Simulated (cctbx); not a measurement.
**Bi3Ir with cctbx, script by script**

Library: cctbx 2025.11. The data are simulated by the first script.

## 1. Simulate the data

run.py:

```python
from cctbx import adptbx, crystal, miller, sgtbx, xray
from cctbx.array_family import flex
from iotbx.shelx import hklf
from scitbx import matrix
import scitbx.random

cs = crystal.symmetry(unit_cell=(9.583, 9.583, 9.583, 90, 90, 90), space_group_symbol='Hall: -I 2 2 3')  # Im-3
atoms = [  # label, site, U (iso, or U11 U22 U33 U12 U13 U23 in A^2), occupancy
    ("Bi1", (0.8628, 0.3589, 0.5), (0.0164, 0.0140, 0.0196, 0.0023, 0.0000, 0.0000), 1),
    ("Ir1", (0.25, 0.75, 0.25), (0.0239, 0.0239, 0.0239, 0.0014, -0.0014, 0.0014), 1),
]
xs = xray.structure(crystal_symmetry=cs)
for label, site, u, occ in atoms:
    u = adptbx.u_cif_as_u_star(cs.unit_cell(), u) if isinstance(u, tuple) else u
    xs.add_scatterer(xray.scatterer(label, site=site, u=u, occupancy=occ))
xs.set_inelastic_form_factors(0.4959, "sasaki")
xs.show_summary()
p1 = xs.expand_to_p1()
ms = miller.build_set(p1, anomalous_flag=True, d_min=0.6)
flex.set_random_seed(195606)
scitbx.random.set_random_seed(195606)
ms = ms.select(flex.random_double(ms.size()) < 0.8)
i = ms.structure_factors_from_scatterers(p1, algorithm="direct").f_calc().as_intensity_array().data()
law = matrix.sqr((0, 0, -1, 0, -1, 0, -1, 0, 0))
mate = flex.miller_index([tuple(matrix.row(h) * law) for h in ms.indices()])
i2 = ms.customized_copy(indices=mate).structure_factors_from_scatterers(p1, algorithm="direct").f_calc().as_intensity_array().data()
i = (1 - 0.12) * i + 0.12 * i2
i = i * 5000 / flex.max(i)
sig = flex.sqrt(i + flex.pow2(0.04 * i) + 8 ** 2)
noise = scitbx.random.variate(scitbx.random.normal_distribution())(i.size())
data = ms.array(data=i + sig * noise, sigmas=sig).set_observation_type_xray_intensity()
with open("data.hkl", "w") as f:
    data.export_as_shelx_hklf(f)
print("reflections written:", data.size(), " <I/sigma> = %.1f" % flex.mean(data.data() / data.sigmas()))
for h, a, b in list(data.sort("data"))[:12]:
    print("%4d%4d%4d %9.1f %7.1f" % (h + (a, b)))
```

```console
$ python run.py
```

```text
Number of scatterers: 2
At special positions: 2
Unit cell: (9.583, 9.583, 9.583, 90, 90, 90)
Space group: I m -3 (No. 204)
reflections written: 13608  <I/sigma> = 2.9
  -4  -4  -4    5351.4   212.3
   4  -4  -4    5155.0   212.3
   4   4   4    5098.1   212.3
  -4   4  -4    5072.9   212.3
   4  -4   4    5032.9   212.3
  -4   4   4    4735.5   212.3
   8   0   0    3850.6   154.4
   0   0   8    3668.6   154.4
  -8   0   0    3630.5   154.4
   1  -3   0    3495.2   143.7
   1   3   0    3438.3   143.7
   0  -8   0    3397.0   154.4
```

It took 0.57 s on 1 thread of Arm Neoverse N1 (shared host), peak memory 0.07 GiB.

## 2. Symmetry

run.py:

```python
from cctbx import crystal, sgtbx, statistics
from cctbx.array_family import flex
from iotbx.shelx import hklf

p1 = crystal.symmetry(unit_cell=(9.583, 9.583, 9.583, 90, 90, 90), space_group_symbol="P 1")
raw = hklf.reader(file_name="data.hkl").as_miller_arrays(crystal_symmetry=p1, anomalous=True)[0]
print(raw.size(), "reflections to d = %.3f A" % raw.d_min())
isig = raw.data() / raw.sigmas()
print("centring   violations  <I/sigma> of those")
best = "P"
for c in "ABCIRF":
    a = raw.customized_copy(space_group_info=sgtbx.space_group_info("Hall: %s 1" % c)).sys_absent_flags().data()
    m = flex.mean(isig.select(a))
    print("%5s %10d of %5d %8.1f" % (c, (isig.select(a) > 4).count(True), a.count(True), m))
    if (isig.select(a) > 4).count(True) < 0.01 * a.count(True):
        best = c
raw = raw.select(~raw.customized_copy(space_group_info=sgtbx.space_group_info("Hall: %s 1" % best)).sys_absent_flags().data())
isig = raw.data() / raw.sigmas()
rows = []
for s in sgtbx.space_group_symbol_iterator():
    g = sgtbx.space_group(s)
    if g.conventional_centring_type_symbol() != best or not g.is_compatible_unit_cell(p1.unit_cell(), 1e-3, 0.02):
        continue
    rows.append((s, g))
print("Laue class    unique    Rint  (classes that these axes allow; Friedel mates merged)")
rint = {}
for s, g in rows:
    laue = g.build_derived_patterson_group()
    key = laue.type().hall_symbol()
    if key not in rint:
        m = raw.customized_copy(space_group_info=laue.info(), anomalous_flag=False).merge_equivalents()
        rint[key] = m.r_int()
        print("%-14s %6d %7.3f" % (laue.type().lookup_symbol(), m.array().size(), m.r_int()))
floor = min(rint.values())
good = [(s, g) for s, g in rows if rint[g.build_derived_patterson_group().type().hall_symbol()] < 2 * floor + 0.03]
top = max(g.build_derived_patterson_group().order_z() for s, g in good)
print("space group    extra absences  I>4sigma  <I/sigma>")
for s, g in good:
    laue = g.build_derived_patterson_group()
    if laue.order_z() != top:
        continue
    a = raw.customized_copy(space_group_info=g.info()).sys_absent_flags().data()
    a &= ~raw.customized_copy(space_group_info=laue.info()).sys_absent_flags().data()
    bad = (isig.select(a) > 4).count(True)
    if bad <= 0.03 * a.count(True):
        print("%-16s %8d %10d %9s  %s" % (s.universal_hermann_mauguin(), a.count(True), bad, "%.1f" % flex.mean(isig.select(a)) if a.count(True) else "-", "centric" if g.is_centric() else "acentric"))
laue = max(good, key=lambda t: t[1].build_derived_patterson_group().order_z())[1].build_derived_patterson_group()
f = raw.customized_copy(space_group_info=laue.info(), anomalous_flag=False).merge_equivalents().array().eliminate_sys_absent().f_sq_as_f()
f.set_observation_type_xray_amplitude()
bins = max(3, min(8, f.size() // 12))
f.setup_binner(n_bins=bins)
w = statistics.wilson_plot(f, {e: n / laue.order_z() for e, n in {'Bi': 24.0, 'Ir': 8.0}.items()}, e_statistics=True)
print("Wilson B = %.2f A^2   <|E^2-1|> = %.3f (0.968 centric, 0.736 acentric)   E^2>4: %.1f %%" % (w.wilson_b, w.mean_e_sq_minus_1, w.percent_e_sq_gt_2))
print("shell (A)         n   <I/sigma>")
m = raw.customized_copy(space_group_info=laue.info(), anomalous_flag=False).merge_equivalents().array().eliminate_sys_absent()
for b in m.setup_binner(n_bins=bins).range_used():
    sel = m.binner().selection(b)
    print("%5.2f - %4.2f %6d %8.1f" % (min(m.binner().bin_d_range(b)[0] if m.binner().bin_d_range(b)[0] > 0 else 99, 99), m.binner().bin_d_range(b)[1], sel.count(True), flex.mean((m.data() / m.sigmas()).select(sel))))
```

```console
$ python run.py
```

```text
13608 reflections to d = 0.601 A
centring   violations  <I/sigma> of those
    A       1687 of  6763      2.7
    B       1669 of  6802      2.7
    C       1690 of  6801      2.7
    I          0 of  6771     -0.0
    R       2348 of  9076      2.9
    F       2523 of 10183      2.7
Laue class    unique    Rint  (classes that these axes allow; Friedel mates merged)
I 1 2/m 1        2236   0.068
I 1 1 2/m        2240   0.067
I 2/m 1 1        2236   0.067
I m m m          1227   0.073
I 4/m            1127   0.332
I 4/m m m         652   0.340
I m -3            412   0.079
I m -3 m          245   0.344
space group    extra absences  I>4sigma  <I/sigma>
I 2 3                   0          0         -  acentric
I 21 3                  0          0         -  acentric
I m -3                  0          0         -  centric
Wilson B = 1.36 A^2   <|E^2-1|> = 0.828 (0.968 centric, 0.736 acentric)   E^2>4: 3.1 %
shell (A)         n   <I/sigma>
 6.78 - 1.20     58     41.1
 1.20 - 0.95     53     29.9
 0.95 - 0.83     50     27.9
 0.83 - 0.76     49     21.1
 0.76 - 0.70     50     15.1
 0.70 - 0.66     51     16.4
 0.66 - 0.63     48     13.2
 0.63 - 0.60     53     11.5
```

Time: 0.5 s.

## 3. Refinement

run.py:

```python
import math
from cctbx import adptbx, crystal, maptbx, sgtbx, xray
from cctbx.array_family import flex
from cctbx.xray import observations
from iotbx.shelx import hklf
from scitbx.lstbx import normal_eqns_solving
from smtbx import absolute_structure, utils
from smtbx.refinement import constraints, least_squares

cs = crystal.symmetry(unit_cell=(9.583, 9.583, 9.583, 90, 90, 90), space_group_symbol='Hall: -I 2 2 3')  # Im-3
atoms = [  # label, site, U (iso, or U11 U22 U33 U12 U13 U23 in A^2), occupancy
    ("Bi1", (0.8624, 0.3591, 0.5), 0.0200, 1),
    ("Ir1", (0.25, 0.75, 0.25), 0.0200, 1),
]
xs = xray.structure(crystal_symmetry=cs)
for label, site, u, occ in atoms:
    u = adptbx.u_cif_as_u_star(cs.unit_cell(), u) if isinstance(u, tuple) else u
    xs.add_scatterer(xray.scatterer(label, site=site, u=u, occupancy=occ))
xs.set_inelastic_form_factors(0.4959, "sasaki")
xs.convert_to_anisotropic()
raw = hklf.reader(file_name="data.hkl").as_miller_arrays(crystal_symmetry=cs, anomalous=True)[0]
merged = raw.eliminate_sys_absent().merge_equivalents()
fo2 = merged.array().set_observation_type_xray_intensity()
print("Rint %.3f, %d unique reflections to %.2f A" % (merged.r_int(), fo2.size(), fo2.d_min()))
for sc in xs.scatterers():
    sc.flags.set_grad_site(True)
    sc.flags.set_grad_u_aniso(sc.flags.use_u_aniso())
    sc.flags.set_grad_u_iso(sc.flags.use_u_iso())
obs = fo2.as_xray_observations()
extra = {}
rep = constraints.reparametrisation(xs, [], utils.connectivity_table(xs), **extra)
ls = least_squares.crystallographic_ls(obs, rep, weighting_scheme=least_squares.mainstream_shelx_weighting(a=0, b=0))
print("cycle     R1     wR2    GooF  max shift (A)")
for cycle in range(8):
    ls.build_up()
    r1, wr2, goof = ls.r1_factor(cutoff_factor=2)[0], ls.wR2(), ls.goof()
    old = xs.sites_cart()
    normal_eqns_solving.levenberg_marquardt_iterations(ls, n_max_iterations=3, tau=1e-06, step_threshold=1e-7)
    big = flex.max((xs.sites_cart() - old).norms())
    print("%4d %7.4f %7.4f %7.3f %9.5f" % (cycle + 1, r1, wr2, goof, big))
    ls.build_up(objective_only=True)
    if abs(ls.wR2() - wr2) < 5e-5 and big < 5e-4:
        break
ls.build_up()
print("final R1 %.4f wR2 %.4f GooF %.3f  parameters %d  data/parameter %.1f" % (ls.r1_factor(cutoff_factor=2)[0], ls.wR2(), ls.goof(), ls.n_parameters, fo2.size() / ls.n_parameters))
cov = ls.covariance_matrix_and_annotations()
su = dict(zip(cov.annotations, (math.sqrt(max(v, 0)) for v in cov.matrix.matrix_packed_u_diagonal())))
a2 = cs.unit_cell().reciprocal_parameters()[0] ** -2
print("atom        x        y        z      Ueq    occ   su(xyz)  su(Uiso or U11)")
for sc in xs.scatterers():
    s = max(su.get(sc.label + k, 0) for k in (".x", ".y", ".z"))
    npd = "" if sc.is_positive_definite_u(cs.unit_cell()) else "  NPD"
    print("%-5s %8.5f %8.5f %8.5f %8.4f %6.3f %8.5f %7.4f%s" % ((sc.label,) + sc.site + (sc.u_iso_or_equiv(cs.unit_cell()), sc.occupancy, s, su.get(sc.label + ".uiso", su.get(sc.label + ".u11", 0) * a2), npd)))
fo = fo2.f_sq_as_f()
fc = fo.structure_factors_from_scatterers(xs, algorithm="direct").f_calc()
diff = fo.f_obs_minus_f_calc(1 / math.sqrt(ls.scale_factor()), fc).average_bijvoet_mates()
m = diff.fft_map(symmetry_flags=maptbx.use_space_group_symmetry, resolution_factor=0.25).apply_volume_scaling()
print("difference map: max %.2f min %.2f rms %.2f" % (m.statistics().max(), m.statistics().min(), m.statistics().sigma()))
peaks = m.peak_search(parameters=maptbx.peak_search_parameters(min_distance_sym_equiv=0.6, max_clusters=6)).all()
near = xs.closest_distances(peaks.sites(), distance_cutoff=4)
sps = cs.special_position_settings(min_distance_sym_equiv=0.5)
for k, (x, h) in enumerate(zip(peaks.sites(), peaks.heights())):
    ss = sps.site_symmetry(x)
    print("Q%-3d %7.4f %7.4f %7.4f %4d %7.2f  %.2f A from %s" % ((k + 1,) + tuple(t % 1 for t in ss.exact_site()) + (ss.multiplicity(), h, near.smallest_distances[k], xs.scatterers()[near.i_seqs[k]].label)))
```

```console
$ python run.py
```

```text
Rint 0.079, 412 unique reflections to 0.60 A
cycle     R1     wR2    GooF  max shift (A)
   1  0.1101  0.2119   6.483   0.00210
   2  0.0697  0.1659   5.074   0.00000
final R1 0.0697 wR2 0.1659 GooF 5.074  parameters 8  data/parameter 51.5
atom        x        y        z      Ueq    occ   su(xyz)  su(Uiso or U11)
Bi1    0.86259  0.35900  0.50000   0.0172  1.000  0.00015  0.0006
Ir1    0.25000  0.75000  0.25000   0.0234  1.000  0.00000  0.0006
difference map: max 17.21 min -54.43 rms 2.53
Q1    0.0000  0.0000  0.5000    6   17.21  1.89 A from Bi1
Q2    0.0000  0.3478  0.3629   24   16.72  1.86 A from Bi1
Q3    0.0000  0.1335  0.1426   24   13.45  2.20 A from Bi1
Q4    0.0000  0.0000  0.2100   12   10.35  1.99 A from Bi1
Q5    0.0000  0.2481  0.5000   12   10.10  1.69 A from Bi1
Q6    0.0000  0.5000  0.1486   12    9.57  1.32 A from Bi1
```

Time: 0.58 s.

This run holds a fault made on purpose: twinning ignored.

## 4. Refinement (twin law added)

run.py, as its changes from the last script of this kind:

```diff
@@ -29,2 +29,3 @@
-obs = fo2.as_xray_observations()
-extra = {}
+twin = xray.twin_component(sgtbx.rot_mx((0, 0, -1, 0, -1, 0, -1, 0, 0)), 0.2, True)
+obs = observations.customized_copy(fo2.as_xray_observations(), (), (twin,))
+extra = dict(twin_fractions=(twin,))
@@ -54,11 +55 @@
-fo = fo2.f_sq_as_f()
-fc = fo.structure_factors_from_scatterers(xs, algorithm="direct").f_calc()
-diff = fo.f_obs_minus_f_calc(1 / math.sqrt(ls.scale_factor()), fc).average_bijvoet_mates()
-m = diff.fft_map(symmetry_flags=maptbx.use_space_group_symmetry, resolution_factor=0.25).apply_volume_scaling()
-print("difference map: max %.2f min %.2f rms %.2f" % (m.statistics().max(), m.statistics().min(), m.statistics().sigma()))
-peaks = m.peak_search(parameters=maptbx.peak_search_parameters(min_distance_sym_equiv=0.6, max_clusters=6)).all()
-near = xs.closest_distances(peaks.sites(), distance_cutoff=4)
-sps = cs.special_position_settings(min_distance_sym_equiv=0.5)
-for k, (x, h) in enumerate(zip(peaks.sites(), peaks.heights())):
-    ss = sps.site_symmetry(x)
-    print("Q%-3d %7.4f %7.4f %7.4f %4d %7.2f  %.2f A from %s" % ((k + 1,) + tuple(t % 1 for t in ss.exact_site()) + (ss.multiplicity(), h, near.smallest_distances[k], xs.scatterers()[near.i_seqs[k]].label)))
+print("twin fraction %.3f" % twin.value)
```

```console
$ python run.py
```

```text
Rint 0.079, 412 unique reflections to 0.60 A
cycle     R1     wR2    GooF  max shift (A)
   1  0.0920  0.1864   5.708   0.00457
   2  0.0153  0.0294   0.900   0.00005
   3  0.0153  0.0292   0.895   0.00000
final R1 0.0153 wR2 0.0292 GooF 0.895  parameters 9  data/parameter 45.8
atom        x        y        z      Ueq    occ   su(xyz)  su(Uiso or U11)
Bi1    0.86279  0.35884  0.50000   0.0166  1.000  0.00003  0.0001
Ir1    0.25000  0.75000  0.25000   0.0239  1.000  0.00000  0.0001
twin fraction 0.121
```

Run time: 0.59 s on 1 thread of Arm Neoverse N1 (shared host), peak memory 0.09 GiB.

[Logs are printed without paths, hosts, clocks, repeated set-up lines and the standing remarks that a program may print on its own settings, such as how far it seeks lower states.]
